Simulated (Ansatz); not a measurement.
# HfC (Fm-3m): phonon-mediated transition temperature

What Tc do the phonons of HfC (Fm-3m) give, and how does it depend on μ*? The cell shown first is a relaxed one, from steps not shown here.

Main program and level: Ansatz 0.2.0; DFT PBE, scalar-relativistic, plane waves, PAW; PAW set soft_1.

This is a report of a sequence of runs, with most program output left out.

## (1) The cell after earlier relaxation steps

It takes space group Fm-3m (No. 225, cubic). The conventional cell has a = 4.652 Å, b = 4.652 Å, c = 4.652 Å, α = 90.00°, β = 90.00°, γ = 90.00°. Nearest to Hf lie 6 C at 2.33 Å. Nearest to C lie 6 Hf at 2.33 Å. Farther neighbours are not listed.

## (2) Resistivity: q 3×3×3, k 12×12×12, scattering 16×16×16

The run that gives the couplings also evaluates McMillan's and Allen and Dynes's formulas and, where asked, the Eliashberg equations, over a range of μ*.

The input, input.yaml:

```yaml
crystal:
  lattice:
    - [0.0, 2.3258159997, 2.3258159997]
    - [2.3258159997, 0.0, 2.3258159997]
    - [2.3258159997, 2.3258159997, 0.0]
  atoms:
    - { symbol: Hf, position: [0.5, 0.5, 0.5] }
    - { symbol: C, position: [0.0, 0.0, 0.0] }
kpoints:
  mp_grid: { grid: [12, 12, 12] }
hamiltonian:
  xc: pbe
  pseudopotentials: { kind: paw, azcp: { folder: soft_1 } }
scf:
  occupations: { method: methfessel_paxton, width: 0.2 }
output:
  eigenvalues: true
phonons:
  method: dfpt
  qmesh: [3, 3, 3]
  temperatures: { t_max: 1000, t_step: 50 }
  qpath:
    path:
      - [[0.0, 0.0, 0.0], [0.5, 0.0, 0.5], [0.625, 0.25, 0.625]]
      - [[0.375, 0.375, 0.75], [0.0, 0.0, 0.0], [0.5, 0.5, 0.5], [0.5, 0.25, 0.75], [0.5, 0.0, 0.5]]
    npoints: 6
  electrical_resistivity:
    mesh: [16, 16, 16]
    temperatures: [20.0, 50.0, 80.0, 100.0, 150.0, 200.0, 273.0, 300.0, 400.0, 500.0, 600.0, 800.0]
  superconductivity: { mesh: [16, 16, 16] }
```

Command:

```
> ansatz run input.yaml --threads 16 --pin off --max-ram 92160MiB --backend cuda --events-out ev --progress --plain --runs-dir out --max-vram 78GiB
```

Run time: 13 s. Hardware: 1 × NVIDIA GB200 with 16 threads of Arm Neoverse V2, shared host; peak memory 2.1 GiB; 80 s of CPU time.

This step gave:

| Quantity | Value |
| --- | --- |
| volume per atom | 12.58 Å³/atom |
| metallic on mesh | yes |
| gap on the k-mesh | 0 eV |
| zero-point energy | 0.1309 eV/cell |
| share of imaginary modes in the plain interpolation between solved wavevectors | 0 |
| highest frequency, solved or plainly interpolated | 716 cm⁻¹ |
| Debye temperature (second moment) | 756 K |
| resistivity at 300 K | 15.36 μΩ cm |
| coupling constant λ | 0.193 |
| density of states at the Fermi level | 0.1418 states/eV a spin and cell |
| log mean phonon energy ħω_log | 37.49 meV |
| transport coupling constant λ_tr | 0.2187, 0.2187, 0.2187 (xx, yy, zz) |
| Drude plasma energy | 3.447, 3.447, 3.447 eV (xx, yy, zz) |
| resistivity times mean free path | 28.83, 28.83, 28.83 × 10⁻¹⁶ Ω m² (xx, yy, zz) |
| second-moment phonon energy ħω₂ | 50.92 meV |
| coupling λ by branch | 0.0313, 0.0213, 0.0186, 0.0504, 0.041, 0.0304 (branches by rank of frequency) |

An empty cell: under 1 mK by a formula, or no transition down to the floor of the Eliashberg search. Transition temperatures:

| μ* | McMillan Tc (K) | Allen–Dynes Tc (K) |
| --- | --- | --- |
| 0.08 | 0.00223 | 0.00224 |
| 0.1 | - | - |
| 0.12 | - | - |
| 0.13 | - | - |
| 0.14 | - | - |
| 0.16 | - | - |
| 0.2 | - | - |

## (3) Resistivity: q 4×4×4, k 12×12×12, scattering 20×20×20

The next rung changes the q mesh, which sets the reach of the force constants and couplings; the scattering mesh, which samples the Fermi surface.

input.yaml, as its differences from that of step 2:

```diff
@@ -19,3 +19,3 @@
   method: dfpt
-  qmesh: [3, 3, 3]
+  qmesh: [4, 4, 4]
   temperatures: { t_max: 1000, t_step: 50 }
@@ -27,4 +27,4 @@
   electrical_resistivity:
-    mesh: [16, 16, 16]
+    mesh: [20, 20, 20]
     temperatures: [20.0, 50.0, 80.0, 100.0, 150.0, 200.0, 273.0, 300.0, 400.0, 500.0, 600.0, 800.0]
-  superconductivity: { mesh: [16, 16, 16] }
+  superconductivity: { mesh: [20, 20, 20] }
```

Elapsed: 20 s, on 1 × NVIDIA GB200 with 16 threads; peak memory 2.6 GiB.

This step gave:

| Item | Value |
| --- | --- |
| zero-point energy | 0.1318 eV/cell |
| highest frequency, solved or plainly interpolated | 682.6 cm⁻¹ |
| Debye temperature (second moment) | 761 K |
| resistivity at 300 K | 14.54 μΩ cm |
| coupling constant λ | 0.1823 |
| density of states at the Fermi level | 0.1373 states/eV a spin and cell |
| log mean phonon energy ħω_log | 37.32 meV |
| transport coupling constant λ_tr | 0.2073, 0.2073, 0.2073 (xx, yy, zz) |
| Drude plasma energy | 3.465, 3.465, 3.465 eV (xx, yy, zz) |
| resistivity times mean free path | 29.04, 29.04, 29.04 × 10⁻¹⁶ Ω m² (xx, yy, zz) |
| second-moment phonon energy ħω₂ | 50.80 meV |
| coupling λ by branch | 0.0295, 0.0206, 0.0172, 0.0468, 0.0403, 0.0277 (branches by rank of frequency) |

An empty cell: under 1 mK by a formula, or no transition down to the floor of the Eliashberg search. Transition temperatures:

| μ* | McMillan Tc (K) | Allen–Dynes Tc (K) |
| --- | --- | --- |
| 0.08 | - | - |
| 0.1 | - | - |
| 0.12 | - | - |
| 0.13 | - | - |
| 0.14 | - | - |
| 0.16 | - | - |
| 0.2 | - | - |

For the log mean phonon energy ħω_log, step 2 gave 37.5 meV; this run, with scattering mesh 20×20×20 and q mesh 4×4×4, gives 37.3 meV.

## (4) Coupling and resistivity: q 4×4×4, k 20×20×20, scattering 28×28×28

The next rung changes the k mesh of the density and its response; the scattering mesh, which samples the Fermi surface.

input.yaml, as its differences from that of step 3:

```diff
@@ -9,3 +9,3 @@
 kpoints:
-  mp_grid: { grid: [12, 12, 12] }
+  mp_grid: { grid: [20, 20, 20] }
 hamiltonian:
@@ -27,4 +27,4 @@
   electrical_resistivity:
-    mesh: [20, 20, 20]
+    mesh: [28, 28, 28]
     temperatures: [20.0, 50.0, 80.0, 100.0, 150.0, 200.0, 273.0, 300.0, 400.0, 500.0, 600.0, 800.0]
-  superconductivity: { mesh: [20, 20, 20] }
+  superconductivity: { mesh: [28, 28, 28] }
```

It took 32 s on 1 × NVIDIA GB200 with 16 threads; peak memory 2.8 GiB.

This step gave:

- zero-point energy: 0.1319 eV/cell
- resistivity at 300 K: 14.03 μΩ cm
- coupling constant λ: 0.1804
- density of states at the Fermi level: 0.133 states/eV a spin and cell
- log mean phonon energy ħω_log: 37.36 meV
- transport coupling constant λ_tr: 0.2037, 0.2037, 0.2037 (xx, yy, zz)
- Drude plasma energy: 3.542, 3.542, 3.542 eV (xx, yy, zz)
- resistivity times mean free path: 27.94, 27.94, 27.94 × 10⁻¹⁶ Ω m² (xx, yy, zz)
- second-moment phonon energy ħω₂: 50.83 meV
- coupling λ by branch: 0.0288, 0.02, 0.0175, 0.0466, 0.0389, 0.0286 (branches by rank of frequency)

An empty cell: under 1 mK by a formula, or no transition down to the floor of the Eliashberg search. Transition temperatures:

| μ* | McMillan Tc (K) | Allen–Dynes Tc (K) |
| --- | --- | --- |
| 0.08 | - | - |
| 0.1 | - | - |
| 0.12 | - | - |
| 0.13 | - | - |
| 0.14 | - | - |
| 0.16 | - | - |
| 0.2 | - | - |

The Eliashberg function α²F has structure finer than the step of the table below, so its rows give means over 2.5 meV, whole bins alone (the curve runs from 0.331 to 84.3 meV). Peaks (meV: height): α²F 18.18: 0.153, 60.50: 0.373, 71.08: 0.118; α²F tr 18.18: 0.157, 60.50: 0.457, 71.08: 0.129.

Table of Eliashberg function α²F by phonon energy; means over each step:

| phonon energy (meV) | α²F | α²F tr |
| --- | --- | --- |
| 2.5 | 2.9e-4 | 8.4e-5 |
| 5.0 | 0.00170 | 0.00120 |
| 7.5 | 0.00533 | 0.00531 |
| 10.0 | 0.00993 | 0.0111 |
| 12.5 | 0.0128 | 0.0156 |
| 15.0 | 0.0235 | 0.0321 |
| 17.5 | 0.0813 | 0.0926 |
| 20.0 | 0.0390 | 0.0400 |
| 22.5 | 0.0312 | 0.0302 |
| 25.0 | 0.0154 | 0.0143 |
| 27.5 | 2.7e-4 | 4.1e-4 |
| 30.0 | 0 | 0 |
| 32.5 | 0 | 0 |
| 35.0 | 0 | 0 |
| 37.5 | 0 | 0 |
| 40.0 | 0 | 0 |
| 42.5 | 0 | 0 |
| 45.0 | 0 | 0 |
| 47.5 | 0 | 0 |
| 50.0 | 0 | 0 |
| 52.5 | 0.0486 | 0.0336 |
| 55.0 | 0.137 | 0.136 |
| 57.5 | 0.189 | 0.248 |
| 60.0 | 0.301 | 0.382 |
| 62.5 | 0.244 | 0.248 |
| 65.0 | 0.122 | 0.139 |
| 67.5 | 0.111 | 0.129 |
| 70.0 | 0.0814 | 0.0965 |
| 72.5 | 0.0712 | 0.0816 |
| 75.0 | 0.0600 | 0.0722 |
| 77.5 | 0.0400 | 0.0431 |
| 80.0 | 0.0186 | 0.0250 |
| 82.5 | 4.1e-4 | 8.5e-4 |

The Eliashberg function α²F has structure finer than the step of the table below, so its rows give means over 2.5 meV, whole bins alone (the curve runs from 0.331 to 84.3 meV). Peaks (meV: height): α²F 18.18: 0.153, 60.50: 0.373, 71.08: 0.118; Hf 18.18: 0.153, 23.47: 0.0534; C 60.50: 0.371, 71.08: 0.117.

Eliashberg function α²F against phonon energy; means over each step:

| phonon energy (meV) | α²F | Hf | C |
| --- | --- | --- | --- |
| 2.5 | 2.9e-4 | 2.9e-4 | 2.3e-6 |
| 5.0 | 0.00170 | 0.00160 | 8.9e-5 |
| 7.5 | 0.00533 | 0.00509 | 2.2e-4 |
| 10.0 | 0.00993 | 0.00962 | 3.0e-4 |
| 12.5 | 0.0128 | 0.0125 | 3.0e-4 |
| 15.0 | 0.0235 | 0.0232 | 3.0e-4 |
| 17.5 | 0.0813 | 0.0810 | 2.9e-4 |
| 20.0 | 0.0390 | 0.0388 | 1.2e-4 |
| 22.5 | 0.0312 | 0.0312 | 9.4e-5 |
| 25.0 | 0.0154 | 0.0154 | 7.7e-6 |
| 27.5 | 2.7e-4 | 2.7e-4 | 0 |
| 30.0 | 0 | 0 | 0 |
| 32.5 | 0 | 0 | 0 |
| 35.0 | 0 | 0 | 0 |
| 37.5 | 0 | 0 | 0 |
| 40.0 | 0 | 0 | 0 |
| 42.5 | 0 | 0 | 0 |
| 45.0 | 0 | 0 | 0 |
| 47.5 | 0 | 0 | 0 |
| 50.0 | 0 | 0 | 0 |
| 52.5 | 0.0486 | 0.00249 | 0.0461 |
| 55.0 | 0.137 | 0.00533 | 0.132 |
| 57.5 | 0.189 | 0.00443 | 0.184 |
| 60.0 | 0.301 | 0.00285 | 0.298 |
| 62.5 | 0.244 | 0.00146 | 0.242 |
| 65.0 | 0.122 | 8.3e-4 | 0.121 |
| 67.5 | 0.111 | 6.6e-4 | 0.111 |
| 70.0 | 0.0814 | 4.7e-4 | 0.0809 |
| 72.5 | 0.0712 | 3.9e-4 | 0.0708 |
| 75.0 | 0.0600 | 3.0e-4 | 0.0597 |
| 77.5 | 0.0400 | 1.1e-4 | 0.0399 |
| 80.0 | 0.0186 | 0 | 0.0186 |
| 82.5 | 4.1e-4 | 0 | 4.1e-4 |

## (5) What came out

```
meshes                        : q 4×4×4, k 20×20×20, scattering 28×28×28
coupling constant λ           : 0.180
log mean phonon energy ħω_log : 37.4 meV
```

In the last run (PBE, q 4×4×4, k 20×20×20, scattering 28×28×28), with λ = 0.18 and ħω_log = 37.4 meV, Tc at μ* = 0.13 is under 1 mK by the formulas. In that run Allen and Dynes's formula gives no transition above 0.05 K at μ* = 0.10 or more. By the run's own test λ is not converged in the fine mesh: it moves by 4 % between the two finest, and by up to 8 % in the other runs. The run's transport test calls it not converged in the mesh; ρ(300 K) moves by 11 % in the component that moves most. Over the runs, λ takes the values 0.193, 0.182 and 0.180, in the order shown. No spin–orbit coupling, which matters for Hf. μ* is a typed number, phonons are harmonic, and spin fluctuations are left out; with λ this near or under μ*(1 + 0.62 λ), the formulas give Tc only to its order of magnitude, or none.

[Logs are printed without paths, hosts, clocks, repeated set-up lines and the standing remarks that a program may print on its own settings, such as how far it seeks lower states.]

[Hosts, paths, dates, database ids (printed as entryN), source tags and the programs' standing remarks are cut or masked in the printed files.]
